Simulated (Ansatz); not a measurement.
**A hypothetical structure for ZnGe3P4**

This structure for ZnGe3P4 is made up. Its elements were placed in a known structure type with a cell scaled to their sizes. What cell does the guess relax to, and how far off was it?

Calculated with Ansatz 0.2.0; DFT, PBE, plane-wave PAW, files of the set soft_1, scalar-relativistic, no spin, cell and ions relaxed at zero pressure; PAW set soft_1, in the first sound run; inputs show where later runs differ.

## 1. The starting structure

Symmetry: I-42m, No. 121, tetragonal system. The conventional cell has a = 5.378 Å, b = 5.378 Å, c = 10.714 Å, α = 90.00°, β = 90.00°, γ = 90.00°. Ge has 4 P at 2.35 Å nearest. Nearest to Ge lie 4 P at 2.32 Å. Zn has 4 P at 2.28 Å nearest. Nearest to P lie 1 Zn at 2.28 Å and 3 Ge at 2.32 to 2.35 Å. Farther neighbours are not listed.

## 2. Relaxing cell and atoms

The guessed cell has no reason to be at equilibrium. It is relaxed with the atoms, within the space group of the guess.

File input.yaml:

```yaml
crystal:
  lattice:
    - [-2.689, 2.689, 5.357]
    - [2.689, -2.689, 5.357]
    - [2.689, 2.689, -5.357]
  atoms:
    - { symbol: Ge, position: [0.75, 0.25, 0.5] }
    - { symbol: Ge, position: [0.25, 0.75, 0.5] }
    - { symbol: Ge, position: [0.5, 0.5, 0.0] }
    - { symbol: Zn, position: [0.0, 0.0, 0.0] }
    - { symbol: P, position: [0.368, 0.368, 0.4948] }
    - { symbol: P, position: [0.1268, 0.632, 0.0] }
    - { symbol: P, position: [0.8732, 0.8732, 0.5052] }
    - { symbol: P, position: [0.632, 0.1268, 0.0] }
kpoints:
  mp_grid: { grid: [7, 7, 7] }
scf:
  occupations: { method: fermi_dirac, width: 0.05 }
hamiltonian:
  xc: pbe
  pseudopotentials: { kind: paw, azcp: { folder: soft_1 } }
relax:
  f_tol: 0.015
  max_steps: 70
  cell: {}
output:
  forces: true
  stress: true
```

Started as:

```
$ ansatz run input.yaml --threads 4 --pin off --max-ram 10240MiB --backend cpu --events-out ev --progress --plain --runs-dir out
```

Numbers of over 12 decimals in the logs are rounded to 6 here.

The program printed:

```text
Engine: ansatz 0.2.0, x86_64-unknown-linux-gnu
Pseudopotentials: kind: paw
Pseudopotential: Ge, paw, valence charge 14, recommended cutoff 420 eV (normal), soft_1/Ge.paw.azcp
Pseudopotential: Zn, paw, valence charge 12, recommended cutoff 420 eV (normal), soft_1/Zn.paw.azcp
Pseudopotential: P, paw, valence charge 5, recommended cutoff 420 eV (normal), soft_1/P.paw.azcp
Functional definition: PBE
  parameter kappa = 0.804
  parameter beta = 0.066725
  exchange = pbe_x(kappa = kappa, mu = beta*pi^2/3)
  correlation = pbe_c(beta = beta)
Crystal: 8 atoms, lattice volume = 154.940 Å³
Basis set: ecut = 420 eV, 2977 PW (Γ), exchange–correlation on 90×90×90 points (8 copies of the dense FFT grid, shifted against one another)
Bands: 45, of which v1, the nominal top of the filled ones, is band 37 counted from 1 (36 counted from 0)
Symmetry: 8 space group operations
Space group: I-42m (ITA 121), of the structure as read, at distance tolerance 5.4e-5 Å
k-points: 40 of 343 (time reversal used)
Non-local potential: Ge, projectors of the file, l = 0: 2, l = 1: 2, l = 2: 3, l = 3: 1
Non-local potential: Zn, projectors of the file, l = 0: 2, l = 1: 2, l = 2: 3, l = 3: 1
Non-local potential: P, projectors of the file, l = 0: 2, l = 1: 2, l = 2: 1
PAW form: soft (Blöchl's): semilocal exchange-correlation on the pseudo side does not see the compensation charge
PAW one-centre angular grid: Ge, 590 points (default); XC on 64 Gauss nodes
PAW one-centre angular grid: Zn, 590 points (default); XC on 64 Gauss nodes
PAW one-centre angular grid: P, 110 points (default); XC on 64 Gauss nodes
Initial density: superposition of atomic densities (chi_scale 0.1, normalization cell, long waves kept (reshape's long-wave potential 0.03 eV rms))
Initial wavefunctions: pseudopotential atomic-orbital guess
Functional: x = pbe(κ = 0.804, μ = 0.219515), c = pbe(β = 0.066725)
SCF iter   1: F=—  HF=-19226.576448 eV  |F-HF|=—  |Δ(HF+E_count)|=         —  Δρ=3.95e-2  dr2=2.42e0  ethr=3.10e-3  ⟨swp⟩=9.3  Hψ=8618  notcnv=0  defer=1
preconditioner: auto → Kerker (q_TF=auto, 2.412 Å⁻¹)  [metal: Δε(μ)=0.010 eV  Ē_g=16.460 eV  σ=0.050 eV  W_gap=0.05  n_scr=36 (ndim 8)  ℏωp=25.7 eV  f_vac=0.000  D(μ)=5.02/eV (n_scr^D=36)]
SCF iter   2: F=—  HF=-19226.210289 eV  |F-HF|=—  |Δ(HF+E_count)|=   3.66e-1  Δρ=2.37e-2  dr2=8.74e-1  ethr=3.10e-3  ⟨swp⟩=2.0  Hψ=2339  notcnv=0  defer=31
SCF iter   3: F=—  HF=-19226.053346 eV  |F-HF|=—  |Δ(HF+E_count)|=   1.57e-1  Δρ=6.42e-3  dr2=7.16e-2  ethr=1.18e-3  ⟨swp⟩=2.3  Hψ=2729  notcnv=0  defer=31
SCF iter   4: F=—  HF=-19226.033425 eV  |F-HF|=—  |Δ(HF+E_count)|=   1.99e-2  Δρ=4.60e-3  dr2=2.31e-2  ethr=9.67e-5  ⟨swp⟩=2.5  Hψ=3573  notcnv=0  defer=31
SCF iter   5: F=—  HF=-19226.032822 eV  |F-HF|=—  |Δ(HF+E_count)|=   6.03e-4  Δρ=1.39e-3  dr2=4.44e-3  ethr=3.12e-5  ⟨swp⟩=2.0  Hψ=2942  notcnv=0  defer=31
SCF iter   6: F=—  HF=-19226.034425 eV  |F-HF|=—  |Δ(HF+E_count)|=   1.60e-3  Δρ=7.93e-4  dr2=7.64e-4  ethr=6.00e-6  ⟨swp⟩=2.0  Hψ=3331  notcnv=0  defer=31
SCF iter   7: F=—  HF=-19226.034782 eV  |F-HF|=—  |Δ(HF+E_count)|=   3.57e-4  Δρ=2.33e-4  dr2=7.23e-5  ethr=1.03e-6  ⟨swp⟩=2.0  Hψ=3276  notcnv=0  defer=31
SCF iter   8: F=—  HF=-19226.034905 eV  |F-HF|=—  |Δ(HF+E_count)|=   1.23e-4  Δρ=3.56e-5  dr2=4.09e-6  ethr=9.77e-8  ⟨swp⟩=2.1  Hψ=2727  notcnv=0  defer=31
SCF iter   9: F=—  HF=-19226.034907 eV  |F-HF|=—  |Δ(HF+E_count)|=   1.67e-6  Δρ=2.81e-5  dr2=1.86e-6  ethr=5.53e-9  ⟨swp⟩=2.0  Hψ=3277  notcnv=0  defer=31
SCF iter  10: F=—  HF=-19226.034907 eV  |F-HF|=—  |Δ(HF+E_count)|=   2.10e-7  Δρ=1.48e-5  dr2=5.48e-7  ethr=2.52e-9  ⟨swp⟩=2.0  Hψ=3286  notcnv=0  defer=31
SCF iter  11: F=-19226.034907 eV  HF=-19226.034907 eV  |F-HF|=3.98e-8  |Δ(HF+E_count)|=   3.13e-7  Δρ=7.12e-6  dr2=4.81e-8  ethr=1.35e-10  ⟨swp⟩=4.0  Hψ=8064  notcnv=0
SCF 1 converged in 11 iterations: F = -19226.034907 eV  dr2 = 4.81e-8
  greatest PAW one-centre occupation: 0.998 electrons in one spin orbital (limit 2), on the Ge atom at site 0 (counted from 0), in its partial waves of l = 2
relax step   1: F+E_penalty+E_count = -19226.03490673 eV  Δ(F+E_penalty+E_count) = +0.000e0 eV  max|allowed force component| = 2.689e-1 eV/Å  Δτ_max = 0.0000 Å  P = +8.134 GPa  Ω = 154.940 Å³  (11 SCF iters, dr2 threshold 1.00e-7 eV, accepted)
Crystal: 8 atoms, lattice volume = 164.741 Å³
Basis set: ecut = 420 eV, 3219 PW (Γ), exchange–correlation on 90×90×90 points (8 copies of the dense FFT grid, shifted against one another)
Initial density: handed on by an earlier stage of this run
Initial wavefunctions: those handed on with the density
iter 1 solved again at ethr=2.44e-5 eV; its pass at ethr=3.10e-3 eV (dr2=1.81e-2 eV) is discarded
SCF iter   1: F=—  HF=-19226.398516 eV  |F-HF|=—  |Δ(HF+E_count)|=         —  Δρ=3.75e-3  dr2=1.91e-2  ethr=2.44e-5  ⟨swp⟩=2.5  Hψ=9862  notcnv=0
preconditioner: auto → Kerker (q_TF=auto, 2.388 Å⁻¹)  [metal: Δε(μ)=0.026 eV  Ē_g=8.828 eV  σ=0.050 eV  W_gap=0.13  n_scr=36 (ndim 8)  ℏωp=19.2 eV  f_vac=0.002  D(μ)=4.78/eV (n_scr^D=34)]
SCF iter   2: F=—  HF=-19226.395771 eV  |F-HF|=—  |Δ(HF+E_count)|=   2.75e-3  Δρ=1.98e-3  dr2=6.81e-3  ethr=2.44e-5  ⟨swp⟩=2.0  Hψ=2062  notcnv=0
SCF iter   3: F=—  HF=-19226.395138 eV  |F-HF|=—  |Δ(HF+E_count)|=   6.33e-4  Δρ=1.23e-3  dr2=2.26e-3  ethr=9.20e-6  ⟨swp⟩=2.0  Hψ=2419  notcnv=0
SCF iter   4: F=—  HF=-19226.394752 eV  |F-HF|=—  |Δ(HF+E_count)|=   3.86e-4  Δρ=3.39e-4  dr2=3.11e-4  ethr=3.06e-6  ⟨swp⟩=2.0  Hψ=2450  notcnv=0
SCF iter   5: F=—  HF=-19226.394878 eV  |F-HF|=—  |Δ(HF+E_count)|=   1.26e-4  Δρ=1.19e-4  dr2=2.66e-5  ethr=4.20e-7  ⟨swp⟩=2.0  Hψ=2692  notcnv=0
SCF iter   6: F=—  HF=-19226.394902 eV  |F-HF|=—  |Δ(HF+E_count)|=   2.43e-5  Δρ=7.23e-5  dr2=7.71e-6  ethr=3.59e-8  ⟨swp⟩=2.0  Hψ=3292  notcnv=0
SCF iter   7: F=—  HF=-19226.394900 eV  |F-HF|=—  |Δ(HF+E_count)|=   2.49e-6  Δρ=2.56e-5  dr2=1.49e-6  ethr=1.04e-8  ⟨swp⟩=2.0  Hψ=3284  notcnv=0
SCF iter   8: F=-19226.394900 eV  HF=-19226.394900 eV  |F-HF|=4.92e-8  |Δ(HF+E_count)|=   3.01e-7  Δρ=1.18e-5  dr2=2.51e-7  ethr=1.08e-9  ⟨swp⟩=5.0  Hψ=6546  notcnv=0
SCF 2 converged in 8 iterations: F = -19226.394900 eV  dr2 = 2.51e-7
relax step   2: F+E_penalty+E_count = -19226.39490010 eV  Δ(F+E_penalty+E_count) = -3.600e-1 eV  max|allowed force component| = 1.849e-1 eV/Å  Δτ_max = 0.0098 Å  P = +3.424 GPa  Ω = 164.741 Å³  energy of the carried Pulay correction = -2.352e-3 eV  (8 SCF iters, dr2 threshold 8.00e-7 eV, accepted)
Crystal: 8 atoms, lattice volume = 172.941 Å³
Basis set: ecut = 420 eV, 3355 PW (Γ), exchange–correlation on 90×90×90 points (8 copies of the dense FFT grid, shifted against one another)
[...]
SCF iter   7: F=—  HF=-19226.516638 eV  |F-HF|=—  |Δ(HF+E_count)|=   3.93e-6  Δρ=2.65e-5  dr2=1.90e-6  ethr=1.44e-8  ⟨swp⟩=2.0  Hψ=3274  notcnv=0
SCF iter   8: F=-19226.516639 eV  HF=-19226.516639 eV  |F-HF|=2.85e-8  |Δ(HF+E_count)|=   5.27e-7  Δρ=1.39e-5  dr2=3.26e-7  ethr=1.08e-9  ⟨swp⟩=5.0  Hψ=6622  notcnv=0
SCF 3 converged in 8 iterations: F = -19226.516639 eV  dr2 = 3.26e-7
relax step   3: F+E_penalty+E_count = -19226.51663905 eV  Δ(F+E_penalty+E_count) = -1.217e-1 eV  max|allowed force component| = 8.245e-2 eV/Å  Δτ_max = 0.0219 Å  P = +0.349 GPa  Ω = 172.941 Å³  energy of the carried Pulay correction = -4.212e-3 eV  (8 SCF iters, dr2 threshold 8.00e-7 eV, accepted)
[... from here on, the SCF cycles and remarks between the steps are left out ...]
relax step   4: F+E_penalty+E_count = -19226.54383036 eV  Δ(F+E_penalty+E_count) = -2.719e-2 eV  max|allowed force component| = 6.694e-2 eV/Å  Δτ_max = 0.0138 Å  P = -0.314 GPa  Ω = 174.158 Å³  energy of the carried Pulay correction = -4.481e-3 eV  (8 SCF iters, dr2 threshold 8.00e-7 eV, accepted)
relax step   5: F+E_penalty+E_count = -19226.58289243 eV  Δ(F+E_penalty+E_count) = -3.906e-2 eV  max|allowed force component| = 7.909e-2 eV/Å  Δτ_max = 0.0317 Å  P = -1.024 GPa  Ω = 173.134 Å³  energy of the carried Pulay correction = -4.255e-3 eV  (8 SCF iters, dr2 threshold 8.00e-7 eV, accepted)
relax step   6: F+E_penalty+E_count = -19226.59355051 eV  Δ(F+E_penalty+E_count) = -1.066e-2 eV  max|allowed force component| = 5.434e-2 eV/Å  Δτ_max = 0.0083 Å  P = -0.410 GPa  Ω = 171.285 Å³  energy of the carried Pulay correction = -3.844e-3 eV  (6 SCF iters, dr2 threshold 8.00e-7 eV, accepted)
relax step   7: F+E_penalty+E_count = -19226.59635422 eV  Δ(F+E_penalty+E_count) = -2.804e-3 eV  max|allowed force component| = 2.025e-2 eV/Å  Δτ_max = 0.0078 Å  P = -0.043 GPa  Ω = 169.298 Å³  energy of the carried Pulay correction = -3.397e-3 eV  (6 SCF iters, dr2 threshold 5.49e-7 eV, accepted)
relax step   8: F+E_penalty+E_count = -19226.59684565 eV  Δ(F+E_penalty+E_count) = -4.914e-4 eV  max|allowed force component| = 3.109e-2 eV/Å  Δτ_max = 0.0059 Å  P = +0.057 GPa  Ω = 169.563 Å³  energy of the carried Pulay correction = -3.457e-3 eV  (7 SCF iters, dr2 threshold 3.61e-8 eV, accepted)
relax step   9: F+E_penalty+E_count = -19226.59718049 eV  Δ(F+E_penalty+E_count) = -3.348e-4 eV  max|allowed force component| = 1.950e-3 eV/Å  Δτ_max = 0.0032 Å  P = +0.002 GPa  Ω = 169.549 Å³  energy of the carried Pulay correction = -3.454e-3 eV  (5 SCF iters, dr2 threshold 6.04e-8 eV, accepted)
relax step  10: F+E_penalty+E_count = -19226.60608487 eV  Δ(F+E_penalty+E_count) = -8.904e-3 eV  max|allowed force component| = 2.336e-3 eV/Å  Δτ_max = 0.0000 Å  P = +0.065 GPa  Ω = 169.549 Å³  stress off target by 1.03e-1 GPa  SCF on the basis re-selected at this cell (its energy is not comparable with the rows above)  (10 SCF iters)
relax step  11: F+E_penalty+E_count = -19226.60619958 eV  Δ(F+E_penalty+E_count) = -1.147e-4 eV  max|allowed force component| = 9.116e-4 eV/Å  Δτ_max = 0.0004 Å  P = +0.000 GPa  Ω = 169.595 Å³  energy of the carried Pulay correction = -1.095e-5 eV  (5 SCF iters, dr2 threshold 2.65e-8 eV, accepted)
iter 1 solved again at ethr=6.42e-7 eV; its pass at ethr=3.10e-3 eV (dr2=4.75e-4 eV) is discarded
SCF iter   1: F=—  HF=-19226.606164 eV  |F-HF|=—  |Δ(HF+E_count)|=         —  Δρ=1.63e-5  dr2=3.26e-8  ethr=6.42e-7  ⟨swp⟩=4.0  Hψ=13098  notcnv=0
eigensolver tolerance schedule: the retry pair's looser diagonalisation over-reported the residual by 14587.69 of it (diagonalisation noise at an unbounded share of the residual, at the tolerance the schedule requests for it); recorded, not acted on — ethr = c·dr2/N_el stays at c = 1.0e-1
SCF iter   2: F=—  HF=-19226.606213 eV  |F-HF|=—  |Δ(HF+E_count)|=   4.92e-5  Δρ=8.27e-6  dr2=1.38e-8  ethr=4.40e-11  ⟨swp⟩=4.1  Hψ=5129  notcnv=0
SCF iter   3: F=—  HF=-19226.606215 eV  |F-HF|=—  |Δ(HF+E_count)|=   1.43e-6  Δρ=4.14e-6  dr2=6.37e-9  ethr=1.87e-11  ⟨swp⟩=2.1  Hψ=3105  notcnv=0
SCF iter   4: F=—  HF=-19226.606215 eV  |F-HF|=—  |Δ(HF+E_count)|=   3.94e-7  Δρ=7.02e-7  dr2=1.29e-9  ethr=8.61e-12  ⟨swp⟩=2.0  Hψ=2521  notcnv=0
SCF iter   5: F=—  HF=-19226.606215 eV  |F-HF|=—  |Δ(HF+E_count)|=   1.41e-9  Δρ=6.39e-7  dr2=4.91e-10  ethr=1.75e-12  ⟨swp⟩=2.0  Hψ=3293  notcnv=0
SCF iter   6: F=—  HF=-19226.606215 eV  |F-HF|=—  |Δ(HF+E_count)|=  5.28e-10  Δρ=4.30e-7  dr2=1.49e-10  ethr=1.00e-12  ⟨swp⟩=3.0  Hψ=3503  notcnv=0
SCF iter   7: F=-19226.606215 eV  HF=-19226.606215 eV  |F-HF|=7.28e-12  |Δ(HF+E_count)|=   3.38e-9  Δρ=6.12e-8  dr2=7.73e-12  ethr=1.00e-12  ⟨swp⟩=5.0  Hψ=6535  notcnv=0
SCF 12 converged in 7 iterations: F = -19226.606215 eV  dr2 = 7.73e-12
relax step  12: F+E_penalty+E_count = -19226.60621490 eV  Δ(F+E_penalty+E_count) = -1.532e-5 eV  max|allowed force component| = 9.146e-4 eV/Å  Δτ_max = 0.0000 Å  P = +0.000 GPa  Ω = 169.595 Å³  stress off target by 6.86e-3 GPa  SCF on the basis re-selected at this cell (its energy is not comparable with the rows above)  (7 SCF iters)
basis re-selected at this cell: Δ(F+E_penalty+E_count) = -1.532e-5 eV, ΔP = -0.000 GPa vs the last step (what re-selecting the basis moved, of the pressure what is left beyond the Pulay correction that the steps carried, after the strain that the cell walked since its last selection, with what the two solves' SCF thresholds leave and, on support functions, any second-order correction that the steps lacked; it is no m [...]
SCF converged after 7 iterations
Free energy (F): -19226.606215 eV
Harris-Foulkes:  -19226.606215 eV  (|F-HF|=7.28e-12)
Internal energy: -19226.584283 eV  (E = F + TS)
E sigma→0 (E₀):  -19226.595249 eV
Entropy (-TS):   -0.021932 eV (-2.741 meV/atom)
Fermi energy:    8.047780 eV
--- Per-component energies (eV) ---
  E_band       = -468.008166
  E_kinetic    = 693.983947
  E_local      = -9525.972942  (includes V_loc(G=0)·N_el)
  E_nonlocal   = 1599.460856
  E_hartree    = 4285.061463
  E_xc         = -582.245858
  E_vxc        = -486.624991  (∫ρ·V_xc dr)
  E_paw        = -10166.901543  (= ΣΔE_a)
  E_vpaw       = -1318.977663  (= ΣTr[D̂ρ^β])
  E_aug_tail   = -0.000208  (compensation charges beyond the density's cutoff)
  E_ewald      = -5529.969997
  E_smearing   = -0.021932  (= −TS)
  E_closure    = 0.000000  (closes the sum)
  Σ components = -19226.606215   (vs F -19226.606215, Δ=0.00e0)
--- Forces (eV/Å), atoms counted from 1 ---
  atom   1  Ge    -0.00000000     0.00000000     0.00000000
  atom   2  Ge    -0.00000000    -0.00000000     0.00000000
  atom   3  Ge     0.00000000     0.00000000     0.00000000
  atom   4  Zn     0.00000000     0.00000000     0.00000000
  atom   5  P      0.00043168     0.00043168    -0.00091465
  atom   6  P     -0.00043168     0.00043168     0.00091465
  atom   7  P     -0.00043168    -0.00043168    -0.00091465
  atom   8  P      0.00043168    -0.00043168     0.00091465
  max |Σ_I F_I| component: 6.94e-17 eV/Å
--- Stress (GPa, compression-positive) ---
        0.003825      -0.000000       0.000000
       -0.000000       0.003825      -0.000000
        0.000000      -0.000000      -0.006857
  P = ⅓ Tr σ = 0.0003 GPa (0.003 kbar)
--- Relaxed structure (10 steps of the walk, 10 accepted, 2 SCFs on fresh bases) ---
  F+E_penalty+E_count = -19226.60621490 eV   max|allowed force component| = 9.146e-4 eV/Å   (the final SCF, on the basis selected at the relaxed cell)
  cell:  # Å, volume = 169.5948 Å³
    - [-2.924165, 2.924165, 4.958481]
    - [2.924165, -2.924165, 4.958481]
    - [2.924165, 2.924165, -4.958481]
  atoms:
    - { symbol: Ge, position: [0.750000, 0.250000, 0.500000] }
    - { symbol: Ge, position: [0.250000, 0.750000, 0.500000] }
    - { symbol: Ge, position: [0.500000, 0.500000, 0] }
    - { symbol: Zn, position: [0, 0, 0] }
    - { symbol: P, position: [0.378338, 0.378338, 0.503604] }
    - { symbol: P, position: [0.125266, 0.621662, 0.0] }
    - { symbol: P, position: [0.874734, 0.874734, 0.496396] }
    - { symbol: P, position: [0.621662, 0.125266, 0.0] }
```

Wall time 1.8 min (4 threads of AMD EPYC 7R13 (Zen 3), shared host); peak memory 0.68 GiB; 6.6 min of CPU time.

Step by step:

| step | energy less that of the first step (eV) | largest force component (eV/Å) | pressure (GPa) | volume (Å³) |
| --- | --- | --- | --- | --- |
| 1 | 0.0000 | 0.2689 | 8.13 | 154.94 |
| 2 | -0.3600 | 0.1849 | 3.42 | 164.74 |
| 3 | -0.4817 | 0.0824 | 0.35 | 172.94 |
| 4 | -0.5089 | 0.0669 | -0.31 | 174.16 |
| 5 | -0.5480 | 0.0791 | -1.02 | 173.13 |
| 6 | -0.5586 | 0.0543 | -0.41 | 171.28 |
| 7 | -0.5614 | 0.0202 | -0.04 | 169.30 |
| 8 | -0.5619 | 0.0311 | 0.06 | 169.56 |
| 9 | -0.5623 | 0.0019 | 0.00 | 169.55 |
| 10* | -0.5712 | 0.0023 | 0.06 | 169.55 |
| 11 | -0.5713 | 0.0009 | 0.00 | 169.59 |
| 12* | -0.5713 | 0.0009 | 0.00 | 169.59 |

Relaxation steps marked * repeat the geometry before them on a plane-wave basis chosen anew for their cell, so energy and pressure can jump there.

Forces are held to the 8 operations that the run works with; a distortion that breaks them can't arise in this run.

| conventional cell, symmetrised | before | after | change |
| --- | --- | --- | --- |
| a (Å) | 5.378 | 5.848 | +8.7 % |
| b (Å) | 5.378 | 5.848 | +8.7 % |
| c (Å) | 10.714 | 9.917 | -7.4 % |
| volume (Å³/atom) | 19.37 | 21.20 | +9.5 % |

The atoms that moved most (Å, as changes of fractional coordinates times the final cell):

| atom | dx | dy | dz | length |
| --- | --- | --- | --- | --- |
| P6 | -0.026 | 0.026 | -0.059 | 0.069 |
| P8 | 0.026 | -0.026 | -0.059 | 0.069 |
| P5 | 0.026 | 0.026 | 0.059 | 0.069 |
| P7 | -0.026 | -0.026 | 0.059 | 0.069 |

Numbers from this step:

```yaml
free_energy: -19226.6062 eV
energy_at_zero_smearing: -19226.5952 eV
smearing_term_ts: 0.02193 eV
fermi_energy: 8.048 eV
electrons: 74
symmetry_operations: 8
pressure: 2.64e-4 GPa
```

Shortest distances by pair of elements, guess and relaxed (not always the same contact):

| pair | guess (Å) | relaxed (Å) |
| --- | --- | --- |
| Ge–P | 2.315 | 2.403 |
| P–Zn | 2.283 | 2.431 |
| P–P | 3.709 | 3.814 |
| Ge–Ge | 3.795 | 3.834 |
| Ge–Zn | 3.795 | 3.834 |

The relaxation ends with a largest force component of 9.2e-4 eV/Å and a pressure of 0.00 GPa.

[end of part 1 of 2]

[Logs are printed without paths, hosts, clocks, repeated set-up lines and the standing remarks that a program may print on its own settings, such as how far it seeks lower states.]

[Hosts, paths, dates, database ids (printed as entryN), source tags and the programs' standing remarks are cut or masked in the printed files.]
